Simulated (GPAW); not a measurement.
# A GW chain in GPAW: SnSe (Pnma), part 2 of 2

Wanted: ground state, empty states, screening and self-energy for SnSe (Pnma).

GPAW 26.7.0; PBE and many-body steps on it, plane waves. Known limits of the many-body steps: not at the basis limit; no spin-orbit coupling; coarse k mesh.

So far. Step 2 (Ground state): The gap is indirect, with the least direct gap 0.17 eV higher. Step 3 (Bands along the symmetry lines): The gap is 0.586 eV, +0.053 eV from the run before at this level.

The database entry behind the starting cell differs from later determinations by our own check (an axis about 0.9 % long against later determinations), so it need not match the best structure at ambient conditions.

### Step 4. Empty states on the mesh, 2×4×4 mesh, 263 bands

Level of this step: DFT, PBE, plane waves, PAW (GPAW).

The sums over transitions need many empty states on a uniform mesh; this step solves for them.

Input file run.py:

```python
import json
import numpy as np
from gpaw.mpi import world
from gpaw import GPAW

calc = GPAW('gs.gpw').fixed_density(kpts={'size': (2, 4, 4), 'gamma': True},
    nbands=306,
    convergence={'bands': 263},
    update_fermi_level=True,
    txt='nscf.txt')
calc.write('full.gpw', mode='all')
res = {}
kpts = calc.get_ibz_k_points()
res['kpts'] = kpts
res['eigenvalues'] = [calc.get_eigenvalues(kpt=k) for k in range(len(kpts))]
res['n_electrons'] = calc.get_number_of_electrons()

if world.rank == 0:
    with open('result.json', 'w') as f:
        json.dump(res, f, default=lambda x: x.tolist())
```

On the command line:

```
> mpirun -n 8 gpaw python run.py
```

Numbers of over 12 decimals in the logs are rounded to 6 here.

Log:

```text
Diagonalizing LCAO Hamiltonian
Converting LCAO to pw mode
convergence criteria:
- Maximum integral of absolute [eigenst]ate change: 4e-08 eV^2 / valence electron
maximum number of iterations: 100

SCF iterations
|iter     |     time |      energy | eigst |  dens |
|iter:   1|  |             | +3.95 |       |
|iter:   2|  |             | +2.76 |       |
|iter:   3|  |             | +1.69 |       |
[...]
|iter:  15|  |             | -6.75 |       |
|iter:  16|  |             | -6.93 |       |
|iter:  17|  |             | -7.41c|       |
SCF steps: 17
  __  _  _
 | _ |_)|_||  |
 |__||  | ||/\| - 26.7.0

Input parameters:
  mode=PW(ecut=450.000000),
  convergence={'bands': 263},
  gpts=array([56, 21, 24]),
  kpts=MonkhorstPack(size=(2, 4, 4), gamma=True),
  maxiter=100,
  nbands=306,
  occupations=Occupations(name='fermi-dirac', width=0.001, fixmagmom=False),
  parallel={},
  xc=XC(name='PBE')
# Writing to full.gpw (mode='all')
  [... matrices ...]

timing:  # [seconds]
  Total: 0.376  # ━━━━━━━━━━━━━━━━━━━━━━━━━━━━━━━━━━━━━━━━━━━━━━━━━━━━━━━━━━━
```

Wall time 8.8 min (8 MPI ranks of Arm Neoverse V1, shared host); peak memory 2.2 GiB.

Numbers from this step:

* gap: 1.068 eV
* k of the valence top: 0.5, 0, 0.5
* k of the conduction bottom: 0, 0, 0
* least direct gap: 1.300 eV
* k points computed: 20
* lowest point of the top converged band, above the valence top: 51.2384 eV

On this mesh the gap is 1.068 eV. The earlier step found 0.533 eV, so this mesh misses an edge.

### Step 5. Screening and self-energy, 2×4×4 mesh, 253 bands, screening to 65 eV

G0W0 replaces the xc potential by the self-energy, built once from these orbitals. Only a window of levels is corrected, while the sums run over the empty bands that the input names.

This step: G0W0 on PBE, plane waves, PAW.

Input file run.py:

```python
import json
import numpy as np
from gpaw.mpi import world
from gpaw.response.g0w0 import G0W0

gw = G0W0('full.gpw',
    filename='gw',
    kpts=[0, 4, 12],
    bands=(38, 42),
    ecut=65,
    nbands=253,
    integrate_gamma='WS',
    ppa=True)
gw.calculate()
res = {mode: {k: v for k, v in r.items() if k != 'sigma_eskwn'}
       for mode, r in gw.all_results.items()}

if world.rank == 0:
    with open('result.json', 'w') as f:
        json.dump(res, f, default=lambda x: x.tolist())
```

On the command line:

```
> mpirun -n 8 gpaw python run.py
```

Log:

```text
Using integrator: PointIntegrator
FrequencyGridDescriptor(from 0.000+0.000j to 0.000+27.211j eV, 2 points)
Nonperiodic BCs:  [False False False]
Using integrator: PointIntegrator
FrequencyGridDescriptor(from 0.000+0.000j to 0.000+27.211j eV, 2 points)
Nonperiodic BCs:  [False False False]
  ___  _ _ _
 |   || | | |
 | | || | | |
 |__ ||_____|
 |___|

BZ k-points: Symmetries present (total): 2

  [... matrices ...]
32 k-points: 2 x 4 x 4 Monkhorst-Pack grid + [1/4,1/8,1/8]
20 k-points in the irreducible part of the Brillouin zone
       k-points in crystal coordinates                weights
   0:     0.00000000    0.00000000    0.00000000          1/32
   1:     0.00000000    0.00000000    0.25000000          2/32
   2:     0.00000000    0.00000000    0.50000000          1/32
   3:     0.00000000    0.25000000   -0.25000000          2/32
   4:     0.00000000    0.25000000    0.00000000          2/32
   5:     0.00000000    0.25000000    0.25000000          2/32
   6:     0.00000000    0.25000000    0.50000000          2/32
   7:     0.00000000    0.50000000    0.00000000          1/32
   8:     0.00000000    0.50000000    0.25000000          2/32
   9:     0.00000000    0.50000000    0.50000000          1/32
          ...
  19:     0.50000000    0.50000000    0.50000000          1/32

Distributing spins, k-points and bands (1 x 3 x 4) over 8 processes
Number of blocks: 1

Quasi particle states:
k-points (IBZ indices): [0, 4, 12]
Band range: (38, 42)
  [... matrices ...]
Computational parameters:
Plane wave cut-off: 65 eV
Number of bands: 253
Coulomb cutoff: None
Broadening: 0.1 eV

fxc modes: GW
Kernel: RPA
Using Godby-Needs plasmon-pole approximation:
  Fitting energy: i*E0, E0 = 1.000 Hartree
Summing all q:

Calculating screened Coulomb potential
No Coulomb truncation
FrequencyGridDescriptor(from 0.000+0.000j to 0.000+27.211j eV, 2 points)
Removing empty qpoint cache files...

Calculating chi0 body with:
    Ground state adapter containing:
    Number of spins: 1
    Number of kpoints: 32
    Number of irreducible kpoints: 20
    Number of completely occupied states: 40
    Number of partially occupied states: 40
    Occupied states memory: 17.2265625 M / cpu

    Linear response parametrization:
    q_c: [0.0, 0.0, 0.0]
    Number of frequency points: 2
    Planewave cutoff: 65.0
    Number of bands: 253
    Number of planewaves: 243
    Broadening (eta): 1e-06
    comm.size: 8
    kncomm.size: 8
    blockcomm.size: 1

    Memory estimate of potentially large arrays:
        chi0_wGG: 1.802032 M / cpu
Integrating chi0 body.

Symmetries of q_c:
    Direct symmetries (Uq -> q): 2
    Indirect symmetries (TUq -> q): 0
In total 2 allowed symmetries.

  [... matrices ...]
20 groups of equivalent kpoints. 37.5% reduction.

Integral kind: response function
Integrating chi0 head and wings.

Symmetries of q_c:
    Direct symmetries (Uq -> q): 2
    Indirect symmetries (TUq -> q): 0
In total 2 allowed symmetries.

  [... matrices ...]
20 groups of equivalent kpoints. 37.5% reduction.

Integral kind: response function wings

Calculating chi0 body with:
    Ground state adapter containing:
    Number of spins: 1
    Number of kpoints: 32
    Number of irreducible kpoints: 20
    Number of completely occupied states: 40
    Number of partially occupied states: 40
    Occupied states memory: 17.2265625 M / cpu

    Linear response parametrization:
[... the further q-points ...]

Results:
f:      Occupation numbers
eps:     KS-eigenvalues [eV]
vxc:     KS vxc [eV]
exx:     Exact exchange [eV]
sigma:   Self-energies [eV]
dsigma:  Self-energy derivatives
Z:       Renormalization factors
qp:      QP-energies [eV]

k-point 0 (0): (0.000, 0.000, 0.000)                GW
band       f     eps     vxc     exx   sigma  dsigma       Z      qp
                                                                   GW
  38   1.000   5.186 -14.422 -16.256   1.707  -0.288   0.776   5.088
  39   1.000   5.403 -14.702 -16.384   1.613  -0.285   0.778   5.349
  40   0.000   6.747 -11.714  -8.401  -3.079  -0.255   0.797   6.932
  41   0.000   8.911 -12.603  -8.389  -3.792  -0.270   0.787   9.245

k-point 1 (4): (0.000, 0.250, 0.000)                GW
band       f     eps     vxc     exx   sigma  dsigma       Z      qp
                                                                   GW
  38   1.000   5.178 -14.655 -16.501   1.733  -0.288   0.777   5.090
  39   1.000   5.662 -15.002 -15.761   0.855  -0.273   0.786   5.737
  40   0.000   6.962 -11.974  -8.861  -2.904  -0.258   0.795   7.128
  41   0.000   7.166 -11.971  -8.417  -3.251  -0.255   0.797   7.407

k-point 2 (12): (0.500, 0.000, 0.500)                GW
band       f     eps     vxc     exx   sigma  dsigma       Z      qp
                                                                   GW
  38   1.000   5.678 -14.753 -15.330   0.685  -0.270   0.787   5.763
  39   1.000   5.678 -14.753 -15.330   0.685  -0.270   0.787   5.763
  40   0.000   7.209 -12.427  -9.395  -2.769  -0.260   0.794   7.418
  41   0.000   7.209 -12.427  -9.395  -2.769  -0.260   0.794   7.418
```

It took 9.5 min on 8 MPI ranks; peak memory 4.1 GiB.

Numbers from this step:

| Item | Value |
| --- | --- |
| G0W0 gap on the points computed | 1.169 eV |
| least direct G0W0 gap on the computed points | 1.391 eV |
| Z at the valence top | 0.7872 |
| Z at the conduction bottom | 0.7969 |
| starting gap on the mesh | 1.068 eV |
| k of the valence top | 0.5, 0, 0.5 |
| k of the conduction bottom | 0, 0, 0 |

The gap on the mesh goes from 1.07 eV to 1.17 eV, a correction of +0.10 eV. The start differs from the 0.53 eV found before because the two sample other k points.

Limits: finite bands, cutoff and mesh; no spin-orbit coupling; coarse k mesh. v1 is the top filled band, c1 the lowest empty one. The levels before and after the correction (eV, zero at the valence-band top of each column):

```
           conduction bottom  valence top
Kohn-Sham               1.07         0.00
     G0W0               1.17         0.00
```

```
                       level  energy (eV)
Kohn-Sham               Γ v2       -0.492
Kohn-Sham               Γ v1       -0.276
Kohn-Sham               Γ c1        1.068
Kohn-Sham               Γ c2        3.233
Kohn-Sham  (0.5 0 0.5) v2-v1        0.000
Kohn-Sham  (0.5 0 0.5) c1-c2        1.531
     G0W0               Γ v2       -0.676
     G0W0               Γ v1       -0.415
     G0W0               Γ c1        1.169
     G0W0               Γ c2        3.481
     G0W0  (0.5 0 0.5) v2-v1        0.000
     G0W0  (0.5 0 0.5) c1-c2        1.655
```

### Step 6. Where the time went

Times are wall times on 8 MPI ranks of Arm Neoverse V1, shared host, good to a factor of about two.

```
                          step     time  share  memory (GiB)
                  ground state  2.1 min    9 %           1.8
bands along the symmetry lines  2.8 min   12 %           2.3
      empty states on the mesh  8.8 min   38 %           2.2
     screening and self-energy  9.5 min   41 %           4.1
```

### Step 7. Outcome

```
PBE gap                              : 0.53 eV, indirect
G0W0 gap on the mesh                 : 1.17 eV
G0W0 gap over the zone (rigid shift) : 0.63 eV
GW settings                          : 2×4×4 mesh, 253 bands, screening to 65 eV, Godby-Needs plasmon pole
known limits                         : not at the basis limit; no spin-orbit coupling; coarse k mesh
```

**Reading.** G0W0 moves the gap on the mesh from 1.07 eV to 1.17 eV (+0.10 eV), with Z of 0.79 and 0.80 at the edges. The mesh misses the band edges by 0.54 eV in all; a rigid shift gives 0.63 eV for the zone. Only 3 of the mesh's irreducible points were corrected, so a valley elsewhere could overtake. Bands and cutoff are finite, so the gap is not at the basis limit. The miss can reach some tenths of an eV and take either sign; the mesh is an error of its own. These stock PAW sets were not made for GW; the filled d or f shell of Se lies in the frozen core, which bears on start and correction. In the G0W0 run levels were corrected at 3 k points alone, so a gap called «on the mesh» is the least over those, and an edge elsewhere would be missed. A denser mesh or path gives a starting gap of 0.53 eV: the GW mesh misses a band edge, so its gaps are not the fundamental one. The 2×4×4 mesh is coarse for this cell, which bears on the long-range parts of exchange and screening. The many-body steps are scalar-relativistic: spin-orbit coupling is not in them.

[Paths, hosts, dates, memory and timing lines, banners, echoed tables and standing remarks are left out of the program output.]

[Logs are printed without paths, hosts, clocks, repeated set-up lines and the standing remarks that a program may print on its own settings, such as how far it seeks lower states.]

[Runs of the session that timed out or met a known fault of the program may be left out.]

[Hosts, paths, dates, database ids (printed as entryN), source tags and the programs' standing remarks are cut or masked in the printed files.]
